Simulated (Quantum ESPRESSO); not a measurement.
## Fixed-spin-moment curve of Co

Aim: the energy of Co as a function of the total spin moment of its primitive cell.

Program: Quantum ESPRESSO 7.5. Level of theory: PBE; plane waves with GBRV 1.5 PBE potentials, no spin-orbit coupling. Results are calculated unless marked as measured.

## Step 1: The structure

The structure is hexagonal, space group P6_3/mmc (No. 194). Conventional cell: a = 2.507 Å, b = 2.507 Å, c = 4.070 Å, α = 90.00°, β = 90.00°, γ = 120.00°. Nearest to Co lie 12 Co at 2.50 to 2.51 Å.

The lattice constants were typed from memory of published values and not checked against a source.

## Step 2: The free run

File pw.in:

```
&CONTROL
  calculation = 'scf'
  prefix = 'pwscf'
  outdir = './tmp'
  pseudo_dir = './pseudo'
  disk_io = 'nowf'
/
&SYSTEM
  ibrav = 0
  celldm(1) = 8
  nat = 2
  ntyp = 1
  ecutwfc = 40
  ecutrho = 280
  nbnd = 26
  occupations = 'smearing'
  smearing = 'fd'
  degauss = 0.00367493
  nspin = 2
  starting_magnetization(1) = 0.1176
/
&ELECTRONS
  conv_thr = 4d-09
  electron_maxstep = 150
  mixing_beta = 0.3
/
ATOMIC_SPECIES
Co     58.9332 co_pbe_v1.2.uspp.F.UPF
CELL_PARAMETERS alat
   0.5921929243046    0.0000000000000    0.0000000000000
  -0.2960964621523    0.5128541902568    0.0000000000000
   0.0000000000000    0.0000000000000    0.9613981659034
ATOMIC_POSITIONS crystal
Co      0.3333333300    0.6666666700    0.2500000000
Co      0.6666666700    0.3333333300    0.7500000000
K_POINTS automatic
18 18 10 0 0 0
```

Run with:

```sh
$ OMP_NUM_THREADS=1 mpirun -n 4 pw.x -nk 4 -in pw.in > pw.out
```

Output:

```text
Program PWSCF v.7.5 starts

     Message from routine setup:
     using ibrav=0 with symmetry is DISCOURAGED, use correct ibrav instead

     K-points division:     npool     =       4
     Subspace diagonalization in iterative solution of the eigenvalue problem:

     G-vector sticks info
     --------------------
     sticks:   dense  smooth     PW     G-vecs:    dense   smooth      PW
     Sum         433     253     85                11825     5191     989

     Using Slab Decomposition

     bravais-lattice index     =            0
     lattice parameter (alat)  =       8.0000  a.u.
     unit-cell volume          =     149.4963 (a.u.)^3
     number of atoms/cell      =            2
     number of atomic types    =            1
     number of electrons       =        34.00
     number of Kohn-Sham states=           26
     kinetic-energy cutoff     =      40.0000  Ry
     charge density cutoff     =     280.0000  Ry
     scf convergence threshold =      4.0E-09
     mixing beta               =       0.3000
     number of iterations used =            8  plain     mixing
     Exchange-correlation= SLA  PW   PBE  PBE
                           (   1   4   3   4   0   0   0)

     celldm(1)=   8.000000  celldm(2)=   0.000000  celldm(3)=   0.000000
     celldm(4)=   0.000000  celldm(5)=   0.000000  celldm(6)=   0.000000

     crystal axes: (cart. coord. in units of alat)
               a(1) = (   0.592193   0.000000   0.000000 )
               a(2) = (  -0.296096   0.512854   0.000000 )
               a(3) = (   0.000000   0.000000   0.961398 )

     reciprocal axes: (cart. coord. in units 2 pi/alat)
               b(1) = (  1.688639  0.974936 -0.000000 )
               b(2) = (  0.000000  1.949872  0.000000 )
               b(3) = (  0.000000 -0.000000  1.040152 )

     PseudoPot. # 1 for Co read from file:
     co_pbe_v1.2.uspp.F.UPF
     Pseudo is Ultrasoft + core correction, Zval = 17.0
     Generated by new atomic code, or converted to UPF format
     Using radial grid of  863 points,  6 beta functions with:
                l(1) =   0
                l(2) =   0
                l(3) =   1
                l(4) =   1
                l(5) =   2
                l(6) =   2
     Q(r) pseudized with  8 coefficients,  rinner =    1.200   1.200   1.200
                                                       1.200   1.200

     atomic species   valence    mass     pseudopotential
     Co               17.00    58.93320     Co( 1.00)

     Starting magnetic structure
     atomic species   magnetization
     Co              0.118

     24 Sym. Ops., with inversion, found (12 have fractional translation)

   Cartesian axes

     site n.     atom                  positions (alat units)
         1        Co     tau(   1) = (  -0.0000000   0.3419028   0.2403495  )
         2        Co     tau(   2) = (   0.2960965   0.1709514   0.7210486  )

     number of k points=   222  Fermi-Dirac smearing, width (Ry)=  0.0037

     Number of k-points >= 100: set verbosity='high' to print them.

     Dense  grid:    11825 G-vectors     FFT dimensions: (  25,  25,  48)

     Smooth grid:     5191 G-vectors     FFT dimensions: (  20,  20,  32)

     Check: negative core charge=   -0.000054
     Generating pointlists ...
     new r_m :   0.2433 (alat units)  1.9466 (a.u.) for type    1

     Initial potential from superposition of free atoms

     starting charge      32.0000, renormalised to      34.0000
     Starting wfcs are   26 randomized atomic wfcs

     Self-consistent Calculation

     iteration #  1     ecut=    40.00 Ry     beta= 0.30
     Davidson diagonalization with overlap
     ethr =  1.00E-02,  avg # of iterations =  4.8

     total energy              =    -593.80182519 Ry
     estimated scf accuracy    <      14.64175924 Ry

     total magnetization       =     2.17 Bohr mag/cell
     absolute magnetization    =     2.22 Bohr mag/cell

     iteration #  2     ecut=    40.00 Ry     beta= 0.30
     Davidson diagonalization with overlap
     ethr =  1.00E-02,  avg # of iterations =  2.2

     total energy              =    -596.86200521 Ry
     estimated scf accuracy    <       0.63972047 Ry

     total magnetization       =     3.11 Bohr mag/cell
     absolute magnetization    =     3.27 Bohr mag/cell

     iteration #  3     ecut=    40.00 Ry     beta= 0.30
     Davidson diagonalization with overlap
     ethr =  1.88E-03,  avg # of iterations =  1.3

     total energy              =    -596.97543614 Ry
     estimated scf accuracy    <       0.00900729 Ry

     total magnetization       =     3.26 Bohr mag/cell
     absolute magnetization    =     3.47 Bohr mag/cell

     [... further iterations left out ...]

     iteration #  8     ecut=    40.00 Ry     beta= 0.30
     Davidson diagonalization with overlap
     ethr =  5.28E-08,  avg # of iterations =  1.0

     total energy              =    -596.97807584 Ry
     estimated scf accuracy    <       0.00000551 Ry

     total magnetization       =     3.28 Bohr mag/cell
     absolute magnetization    =     3.66 Bohr mag/cell

     iteration #  9     ecut=    40.00 Ry     beta= 0.30
     Davidson diagonalization with overlap
     ethr =  1.62E-08,  avg # of iterations =  1.6

     total energy              =    -596.97807782 Ry
     estimated scf accuracy    <       0.00000031 Ry

     total magnetization       =     3.29 Bohr mag/cell
     absolute magnetization    =     3.67 Bohr mag/cell

     iteration # 10     ecut=    40.00 Ry     beta= 0.30
     Davidson diagonalization with overlap
     ethr =  9.13E-10,  avg # of iterations =  1.8

     total energy              =    -596.97807794 Ry
     estimated scf accuracy    <       0.00000005 Ry

     total magnetization       =     3.29 Bohr mag/cell
     absolute magnetization    =     3.67 Bohr mag/cell

     iteration # 11     ecut=    40.00 Ry     beta= 0.30
     Davidson diagonalization with overlap
     ethr =  1.57E-10,  avg # of iterations =  1.7

     Magnetic moment per site  (integrated on atomic sphere of radius R)
     atom   1 (R=0.243)  charge= 15.6098  magn=  1.7297
     atom   2 (R=0.243)  charge= 15.6098  magn=  1.7297

     End of self-consistent calculation

     Number of k-points >= 100: set verbosity='high' to print the bands.

     the Fermi energy is    18.0540 ev

!    total energy              =    -596.97807803 Ry
     estimated scf accuracy    <          2.1E-10 Ry
     smearing contrib. (-TS)   =      -0.00111620 Ry
     internal energy E=F+TS    =    -596.97696183 Ry

     The total energy is F=E-TS. E is the sum of the following terms:
     one-electron contribution =    -313.57580577 Ry
     hartree contribution      =     178.22658217 Ry
     xc contribution           =     -65.33734149 Ry
     ewald contribution        =    -396.29039673 Ry

     total magnetization       =     3.29 Bohr mag/cell
     absolute magnetization    =     3.67 Bohr mag/cell

     convergence has been achieved in  11 iterations

=------------------------------------------------------------------------------=
   JOB DONE.
=------------------------------------------------------------------------------=
```

Run time: 21 s. Hardware: 4 MPI ranks of Intel Xeon at 2.70GHz, shared host; peak memory 0.37 GiB.

Spin moment in the atom's sphere by atom:

```tsv
atom	spin moment in the atom's sphere (μB)
Co1	1.73
Co2	1.73
```

Read from the output:

| Item | Value |
| --- | --- |
| smearing term TS | 0.01519 eV |
| magnetization | 3.286 μB |
| absolute magnetization | 3.669 μB |
| final state | ferromagnetic |

## Step 3: Moment fixed at 0 μB

The two spin channels are filled to separate Fermi energies, so that the total moment meets the target. Half of the up one less the down one is the slope dE/dM.

Edit pw.in of step 2 so:

```diff
@@ -14,3 +14,3 @@
   ecutrho = 280
-  nbnd = 26
+  nbnd = 27
   occupations = 'smearing'
@@ -19,3 +19,4 @@
   nspin = 2
-  starting_magnetization(1) = 0.1176
+  starting_magnetization(1) = 0.0059
+  tot_magnetization = 0
 /
```

Output:

```text
     [... lines left out ...]
Program PWSCF v.7.5 starts
     [... lines left out ...]
     number of atoms/cell      =            2
     [... lines left out ...]
     number of electrons       =        34.00 (up:  17.00, down:  17.00)
     number of Kohn-Sham states=           27
     kinetic-energy cutoff     =      40.0000  Ry
     charge density cutoff     =     280.0000  Ry
     scf convergence threshold =      4.0E-09
     [... lines left out ...]
     24 Sym. Ops., with inversion, found (12 have fractional translation)
     [... lines left out ...]
     number of k points=   222  Fermi-Dirac smearing, width (Ry)=  0.0037
     [... lines left out ...]
     iteration # 10     ecut=    40.00 Ry     beta= 0.30
     [... lines left out ...]
     Magnetic moment per site  (integrated on atomic sphere of radius R)
     atom   1 (R=0.243)  charge= 15.6158  magn=  0.0000
     atom   2 (R=0.243)  charge= 15.6158  magn=  0.0000
     [... lines left out ...]
     the spin up/dw Fermi energies are    17.9106   17.9106 ev
!    total energy              =    -596.93512629 Ry
     estimated scf accuracy    <          2.0E-09 Ry
     smearing contrib. (-TS)   =      -0.00374325 Ry
     [... lines left out ...]
     total magnetization       =     0.00 Bohr mag/cell
     absolute magnetization    =     0.00 Bohr mag/cell
     convergence has been achieved in  10 iterations
```

It took 22 s on 4 MPI ranks; peak memory 0.38 GiB; 88 s of CPU time.

Numbers from this step:

```
magnetization                                 : 0 μB
absolute magnetization                        : 0 μB
half the difference of the two Fermi energies : 0 meV
largest moment                                : 0 μB
```

## Step 4: Moment fixed at 0.408 μB

Edit pw.in of step 3 so:

```diff
@@ -19,4 +19,4 @@
   nspin = 2
-  starting_magnetization(1) = 0.0059
-  tot_magnetization = 0
+  starting_magnetization(1) = 0.012
+  tot_magnetization = 0.408
 /
```

Output:

```text
     [... lines left out ...]
Program PWSCF v.7.5 starts
     [... lines left out ...]
     number of atoms/cell      =            2
     [... lines left out ...]
     number of electrons       =        34.00 (up:  17.20, down:  16.80)
     number of Kohn-Sham states=           27
     kinetic-energy cutoff     =      40.0000  Ry
     charge density cutoff     =     280.0000  Ry
     scf convergence threshold =      4.0E-09
     [... lines left out ...]
     24 Sym. Ops., with inversion, found (12 have fractional translation)
     [... lines left out ...]
     number of k points=   222  Fermi-Dirac smearing, width (Ry)=  0.0037
     [... lines left out ...]
     iteration # 10     ecut=    40.00 Ry     beta= 0.30
     [... lines left out ...]
     Magnetic moment per site  (integrated on atomic sphere of radius R)
     atom   1 (R=0.243)  charge= 15.6158  magn=  0.2189
     atom   2 (R=0.243)  charge= 15.6158  magn=  0.2189
     [... lines left out ...]
     the spin up/dw Fermi energies are    17.8452   17.9691 ev
!    total energy              =    -596.93605669 Ry
     estimated scf accuracy    <          2.1E-09 Ry
     smearing contrib. (-TS)   =      -0.00376243 Ry
     [... lines left out ...]
     total magnetization       =     0.41 Bohr mag/cell
     absolute magnetization    =     0.48 Bohr mag/cell
     convergence has been achieved in  10 iterations
```

Run time: 24 s. Hardware: 4 MPI ranks; peak memory 0.38 GiB.

Spin moment in the atom's sphere by atom:

```tsv
atom	spin moment in the atom's sphere (μB)
Co1	0.219
Co2	0.219
```

Numbers from this step:

- magnetization: 0.408 μB
- absolute magnetization: 0.477 μB
- half the difference of the two Fermi energies: -61.9 meV

## Step 5: Moment fixed at 0.816 μB

Edit pw.in of step 4 so:

```diff
@@ -19,4 +19,4 @@
   nspin = 2
-  starting_magnetization(1) = 0.012
-  tot_magnetization = 0.408
+  starting_magnetization(1) = 0.024
+  tot_magnetization = 0.816
 /
```

Output:

```text
     [... lines left out ...]
Program PWSCF v.7.5 starts
     [... lines left out ...]
     number of atoms/cell      =            2
     [... lines left out ...]
     number of electrons       =        34.00 (up:  17.41, down:  16.59)
     number of Kohn-Sham states=           27
     kinetic-energy cutoff     =      40.0000  Ry
     charge density cutoff     =     280.0000  Ry
     scf convergence threshold =      4.0E-09
     [... lines left out ...]
     24 Sym. Ops., with inversion, found (12 have fractional translation)
     [... lines left out ...]
     number of k points=   222  Fermi-Dirac smearing, width (Ry)=  0.0037
     [... lines left out ...]
     iteration # 11     ecut=    40.00 Ry     beta= 0.30
     [... lines left out ...]
     Magnetic moment per site  (integrated on atomic sphere of radius R)
     atom   1 (R=0.243)  charge= 15.6157  magn=  0.4377
     atom   2 (R=0.243)  charge= 15.6157  magn=  0.4377
     [... lines left out ...]
     the spin up/dw Fermi energies are    17.7765   18.0203 ev
!    total energy              =    -596.93882076 Ry
     estimated scf accuracy    <          3.1E-09 Ry
     smearing contrib. (-TS)   =      -0.00376660 Ry
     [... lines left out ...]
     total magnetization       =     0.82 Bohr mag/cell
     absolute magnetization    =     0.95 Bohr mag/cell
     convergence has been achieved in  11 iterations
```

The job ended after 21 s (4 MPI ranks; peak memory 0.38 GiB).

Numbers from this step:

```
magnetization                                 : 0.816 μB
absolute magnetization                        : 0.953 μB
half the difference of the two Fermi energies : -121.9 meV
largest moment                                : 0.4377 μB
```

## Step 6: The curve

The runs not shown differ in the target, the start and the number of states alone. The point at 3.29 μB is the free run, entered with slope zero.

Energy over the lowest against total spin moment:

```tsv
total spin moment (μB a cell)	energy over the lowest (meV a cell)
0.00	584
0.41	572
0.82	534
1.22	473
1.63	391
2.04	295
2.45	186
2.85	71.9
3.26	0.163
3.29	0
3.67	47.8
4.08	238
4.49	578
```

The dE/dM by total spin moment:

```tsv
total spin moment (μB a cell)	dE/dM (meV/μB)
0.00	-0.00217
0.41	-61.9
0.82	-122
1.22	-178
1.63	-221
2.04	-252
2.45	-280
2.85	-267
3.26	-14.3
3.29	0
3.67	300
4.08	596
4.49	1020
```

Largest site moment against total spin moment:

```tsv
total spin moment (μB a cell)	largest site moment (μB)
0.00	5.1e-6
0.41	0.219
0.82	0.438
1.22	0.656
1.63	0.873
2.04	1.09
2.45	1.31
2.85	1.52
3.26	1.72
3.29	1.73
3.67	1.90
4.08	2.07
4.49	2.23
```

## Step 7: What came out

```
moment of the free run                              : 3.29 μB a cell
energy at zero total moment                         : 584 meV a cell over the lowest
ΔE/ΔM² from the lowest point to 3.67 and to 2.85 μB : 323 and 386 meV/μB²
```

**Reading.** At zero total moment the site moments vanish, so the 584 meV a cell is the energy of forming them. The points show one minimum alone. All runs start parallel; opposed orders may lie lower.

[Logs and program files are shortened in this print: banners, set-up blocks, solver, clock and traceback lines can be left out without a mark of their own.]

[Logs are printed without paths, hosts, clocks, repeated set-up lines and the standing remarks that a program may print on its own settings, such as how far it seeks lower states.]

[Hosts, paths, dates, database ids (printed as entryN), source tags and the programs' standing remarks are cut or masked in the printed files.]

[Where a cell is said to come from a database of computed structures, the database is the Materials Project.]
